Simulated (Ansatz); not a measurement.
## YPO4 (I4_1/amd): converging the G0W0 gap

Wanted: a G0W0 gap for YPO4 (I4_1/amd) that is converged in bands and cutoff, or an estimate of the limit.

Main program and level: Ansatz 0.2.0; G0W0 on r2SCAN, plane waves, PAW.

This is a report of a sequence of runs, with most program output left out.

The database entry behind the starting cell differs from later determinations by our own check (impure mineral, about 0.2 % long), so it need not match the best structure at ambient conditions.

## 1. Set-up

It takes space group I4_1/amd (No. 141, tetragonal). The conventional cell has a = 6.895 Å, b = 6.895 Å, c = 6.028 Å, α = 90.00°, β = 90.00°, γ = 90.00°. Y has 8 O at 2.31 to 2.38 Å nearest. P has 4 O at 1.54 Å nearest. O has 1 P at 1.54 Å and 2 Y at 2.31 to 2.38 Å nearest. Farther neighbours and most contacts between anions are not listed.

Structure file:

```
Y P O
1.0
    -3.44735    3.44735    3.01380
     3.44735   -3.44735    3.01380
     3.44735    3.44735   -3.01380
Y P O
2 2 8
Direct
  0.75000 0.25000 0.50000
  0.00000 0.00000 0.00000
  0.50000 0.50000 0.00000
  0.25000 0.75000 0.50000
  0.16610 0.34080 0.82530
  0.09080 0.76550 0.67470
  0.51550 0.34080 0.17470
  0.09080 0.41610 0.32530
  0.58390 0.90920 0.67470
  0.65920 0.83390 0.17470
  0.23450 0.90920 0.32530
  0.65920 0.48450 0.82530
```

The cell and positions come from the Crystallography Open Database and are kept as given unless a step says otherwise. The default PAW set here is soft_2. Its files were made with PBE.

## 2. 108 empty bands, screening to 48 eV

Now the one-shot GW correction: screening in the RPA, then the self-energy of the levels asked for.

input.yaml reads:

```yaml
crystal:
  lattice:
    - [-3.44735, 3.44735, 3.0138]
    - [3.44735, -3.44735, 3.0138]
    - [3.44735, 3.44735, -3.0138]
  atoms:
    - { symbol: "Y", position: [0.75, 0.25, 0.5] }
    - { symbol: "Y", position: [0.0, 0.0, 0.0] }
    - { symbol: P, position: [0.5, 0.5, 0.0] }
    - { symbol: P, position: [0.25, 0.75, 0.5] }
    - { symbol: O, position: [0.1661, 0.3408, 0.8253] }
    - { symbol: O, position: [0.0908, 0.7655, 0.6747] }
    - { symbol: O, position: [0.5155, 0.3408, 0.1747] }
    - { symbol: O, position: [0.0908, 0.4161, 0.3253] }
    - { symbol: O, position: [0.5839, 0.9092, 0.6747] }
    - { symbol: O, position: [0.6592, 0.8339, 0.1747] }
    - { symbol: O, position: [0.2345, 0.9092, 0.3253] }
    - { symbol: O, position: [0.6592, 0.4845, 0.8253] }
kpoints:
  mp_grid: { grid: [4, 4, 4] }
hamiltonian:
  xc: r2scan
scf:
  occupations: { method: fixed }
gw:
  n_empty_bands: 108
  ecut_chi: 48
  qp_bands: [v4, c4]
  qp_kpoints: band_edges
  screening: { model: contour_deformation }
```

Run with:

```bash
$ ansatz run input.yaml --threads 24 --pin off --max-ram 82944MiB --backend cuda --events-out ev --progress --plain --runs-dir out --devices 1 --max-vram 78GiB
```

Elapsed: 4.2 s, on 1 × NVIDIA GB200 (shared by 2 runs) with 24 threads of Arm Neoverse V2, shared host; peak memory 1.7 GiB; 16 s of CPU time.

This step gave:

```
bands summed                                 : 148
RPA ε∞ on this mesh (eigenvalues)            : 2.837, 2.837, 3.181
plane waves in the screening matrix          : 103
q-points in the mesh                         : 64
G0W0 gap on the mesh                         : 8.855 eV
k of the valence top                         : 0, 0, 0
k of the conduction bottom                   : 0, 0, 0
starting gap on the mesh                     : 6.630 eV
Z at the valence top                         : 0.8124
Z at the conduction bottom                   : 0.8618
least direct G0W0 gap on the computed points : 8.855 eV
```

The gap on the mesh goes from 6.63 eV to 8.86 eV, a correction of +2.23 eV, though a band edge has moved to another state.

## 3. 305 empty bands, screening to 96 eV

Another rung: the empty bands reach about as high as the screening cutoff, so the two stay in balance.

Changes to input.yaml since step 2:

```diff
@@ -25,4 +25,4 @@
 gw:
-  n_empty_bands: 108
-  ecut_chi: 48
+  n_empty_bands: 305
+  ecut_chi: 96
   qp_bands: [v4, c4]
```

The job ended after 7.7 s (1 × NVIDIA GB200 (shared by 2 runs) with 24 threads; peak memory 2.1 GiB).

Numbers from this step:

- bands summed: 345
- RPA ε∞ on this mesh (eigenvalues): 2.820, 2.820, 3.158
- plane waves in the screening matrix: 313
- q-points in the mesh: 64
- G0W0 gap on the mesh: 8.773 eV
- k of the valence top: 0, 0, 0
- k of the conduction bottom: 0, 0, 0.25
- starting gap on the mesh: 6.630 eV
- Z at the valence top: 0.8027
- Z at the conduction bottom: 0.8481
- least direct G0W0 gap on the computed points: 8.792 eV

Against the run with 4×4×4 mesh, 108 empty bands, screening to 48 eV, the gap moves by −0.08 eV.

## 4. 658 empty bands, screening to 160 eV

Changes to input.yaml since step 3:

```diff
@@ -25,4 +25,4 @@
 gw:
-  n_empty_bands: 305
-  ecut_chi: 96
+  n_empty_bands: 658
+  ecut_chi: 160.0
   qp_bands: [v4, c4]
```

It took 16 s on 1 × NVIDIA GB200 (shared by 2 runs) with 24 threads; peak memory 3.3 GiB.

Numbers from this step:

* bands summed: 698
* RPA ε∞ on this mesh (eigenvalues): 2.804, 2.804, 3.129
* plane waves in the screening matrix: 663
* G0W0 gap on the mesh: 8.882 eV
* k of the valence top: 0, 0, 0
* k of the conduction bottom: 0, 0, 0.25
* starting gap on the mesh: 6.630 eV
* least direct G0W0 gap on the computed points: 8.946 eV

Against the run with 4×4×4 mesh, 305 empty bands, screening to 96 eV, the gap moves by +0.11 eV.

## 5. Changing the k mesh: 2×2×2 mesh, 305 empty bands, screening to 96 eV

A second mesh at equal bands and cutoff isolates the sampling error. Bands and cutoff differ from the step before, so it is read against an earlier run that matches them.

Changes to input.yaml since step 4:

```diff
@@ -19,3 +19,3 @@
 kpoints:
-  mp_grid: { grid: [4, 4, 4] }
+  mp_grid: { grid: [2, 2, 2] }
 hamiltonian:
@@ -25,4 +25,4 @@
 gw:
-  n_empty_bands: 658
-  ecut_chi: 160.0
+  n_empty_bands: 305
+  ecut_chi: 96
   qp_bands: [v4, c4]
```

The job ended after 2.2 s (1 × NVIDIA GB200 (shared by 2 runs) with 24 threads; peak memory 1.6 GiB).

This step gave:

| Item | Value |
| --- | --- |
| bands summed | 345 |
| RPA ε∞ on this mesh (eigenvalues) | 2.841, 2.841, 3.185 |
| plane waves in the screening matrix | 313 |
| G0W0 gap on the mesh | 8.801 eV |
| k of the valence top | 0, 0, 0 |
| k of the conduction bottom | 0, 0, 0 |
| starting gap on the mesh | 6.697 eV |
| least direct G0W0 gap on the computed points | 8.801 eV |

Against the run with 4×4×4 mesh, 305 empty bands, screening to 96 eV, the gap moves by +0.03 eV, while the start moved by +0.07 eV. A band edge is found at another k point on this mesh.

## 6. Changing the frequency model: 4×4×4 mesh, 305 empty bands, screening to 96 eV, plasmon pole

A plasmon pole stands in for the full frequency dependence of the screening; this run shows what that costs in accuracy.

Changes to input.yaml since step 5:

```diff
@@ -19,3 +19,3 @@
 kpoints:
-  mp_grid: { grid: [2, 2, 2] }
+  mp_grid: { grid: [4, 4, 4] }
 hamiltonian:
@@ -29,2 +29,2 @@
   qp_kpoints: band_edges
-  screening: { model: contour_deformation }
+  screening: { model: godby_needs }
```

Wall time 8.6 s (1 × NVIDIA GB200 (shared by 2 runs) with 24 threads); peak memory 2.7 GiB; 79 s of CPU time.

Numbers from this step:

- bands summed: 345
- plasmon-pole fit frequency: 27.75 eV
- RPA ε∞ on this mesh (eigenvalues): 2.820, 2.820, 3.158
- plane waves in the screening matrix: 313
- G0W0 gap on the mesh: 8.782 eV
- k of the valence top: 0, 0, 0
- k of the conduction bottom: 0, 0, 0
- starting gap on the mesh: 6.630 eV
- least direct G0W0 gap on the computed points: 8.782 eV

Against the run with 4×4×4 mesh, 305 empty bands, screening to 96 eV, the gap moves by +0.008 eV.

## 7. Changing the files: 4×4×4 mesh, 305 empty bands, screening to 96 eV, hard PAW files

Other atomic data (hard PAW) test the pseudisation: the cutoff goes from 500 to 1050 eV, with the same valence electrons.

Changes to input.yaml since step 6:

```diff
@@ -22,2 +22,3 @@
   xc: r2scan
+  pseudopotentials: { kind: paw, source: ansatz }
 scf:
@@ -29,2 +30,2 @@
   qp_kpoints: band_edges
-  screening: { model: godby_needs }
+  screening: { model: contour_deformation }
```

It took 14 s on 1 × NVIDIA GB200 (shared by 2 runs) with 24 threads; peak memory 4.3 GiB; 46 s of CPU time.

Numbers from this step:

* bands summed: 345
* RPA ε∞ on this mesh (eigenvalues): 2.820, 2.820, 3.159
* plane waves in the screening matrix: 313
* G0W0 gap on the mesh: 8.761 eV
* k of the valence top: 0, 0, 0
* k of the conduction bottom: 0, 0, 0.25
* starting gap on the mesh: 6.621 eV
* least direct G0W0 gap on the computed points: 8.790 eV

Against the run with 4×4×4 mesh, 305 empty bands, screening to 96 eV, the gap moves by −0.013 eV.

## 8. Convergence and cost

Times are wall times on 1 × NVIDIA GB200 (shared by 2 runs) with 24 threads of Arm Neoverse V2, shared host, good to a factor of about two.

```tsv
mesh	files	frequency	bands summed	cutoff (eV)	start (eV)	G0W0 (eV)	time	host memory (GiB)
4×4×4	default PAW	contour deformation	148	48	6.630	8.855	4.2 s	1.7
4×4×4	default PAW	contour deformation	345	96	6.630	8.773	7.7 s	2.1
4×4×4	default PAW	contour deformation	698	160	6.630	8.882	16 s	3.3
2×2×2	default PAW	contour deformation	345	96	6.697	8.801	2.2 s	1.6
4×4×4	default PAW	plasmon pole	345	96	6.630	8.782	8.6 s	2.7
4×4×4	hard PAW	contour deformation	345	96	6.621	8.761	14 s	4.3
```

The parts of the quasiparticle energy at the two band edges (eV; QP = start + Σx + Σc − Vxc):

```tsv
run	edge	start	Σx	Σc	Vxc	Z	QP
148 bands	valence top	6.35	-26.67	4.60	-21.43	0.81	5.72
148 bands	conduction bottom	13.26	-9.27	-3.70	-14.28	0.86	14.57
345 bands	valence top	6.35	-26.67	4.45	-21.43	0.80	5.56
345 bands	conduction bottom	12.98	-8.64	-4.29	-14.28	0.85	14.34
698 bands	valence top	6.35	-26.67	4.18	-21.43	0.80	5.29
698 bands	conduction bottom	12.98	-8.64	-4.45	-14.28	0.85	14.17
```

 Where G0W0 reorders the edges (148 bands), the two states listed lie further apart at the start than the starting gap.

## 9. Results

| Property | Result |
| --- | --- |
| 148 bands, 48 eV | 8.855 eV |
| 345 bands, 96 eV | 8.773 eV |
| 698 bands, 160 eV | 8.882 eV |
| mesh and start | 4×4×4, r2SCAN |

What this shows: From 148 to 698 bands the gap moves by +0.03 eV while the time grows 3.8-fold. The gap turns back along the series, so no limit is drawn from it. On the 2×2×2 mesh in place of 4×4×4 the gap differs by +0.03 eV, of which +0.07 eV is already in the start. The plasmon-pole model gives +0.01 eV against contour deformation, 0 % of the correction, and saved no time in this program. Hard PAW files move the gap by −0.01 eV at equal bands and cutoff, −0.01 eV of it in the start. The 4×4×4 mesh misses a band edge: over a band path and its finer mesh (run apart) the r2SCAN gap is 6.59 eV, so the G0W0 gap over the zone may lie about 0.04 eV below its value on the mesh. The many-body steps are scalar-relativistic: spin-orbit coupling is not in them.

[Paths, hosts, dates, memory and timing lines, banners, echoed tables and standing remarks are left out of the program output.]

[Logs are printed without paths, hosts, clocks, repeated set-up lines and the standing remarks that a program may print on its own settings, such as how far it seeks lower states.]

[Runs of the session that timed out or met a known fault of the program may be left out.]

[Cells called generated may have been cut or substituted from an entry of the Crystallography Open Database or the Materials Project.]

[Hosts, paths, dates, database ids (printed as entryN), source tags and the programs' standing remarks are cut or masked in the printed files.]
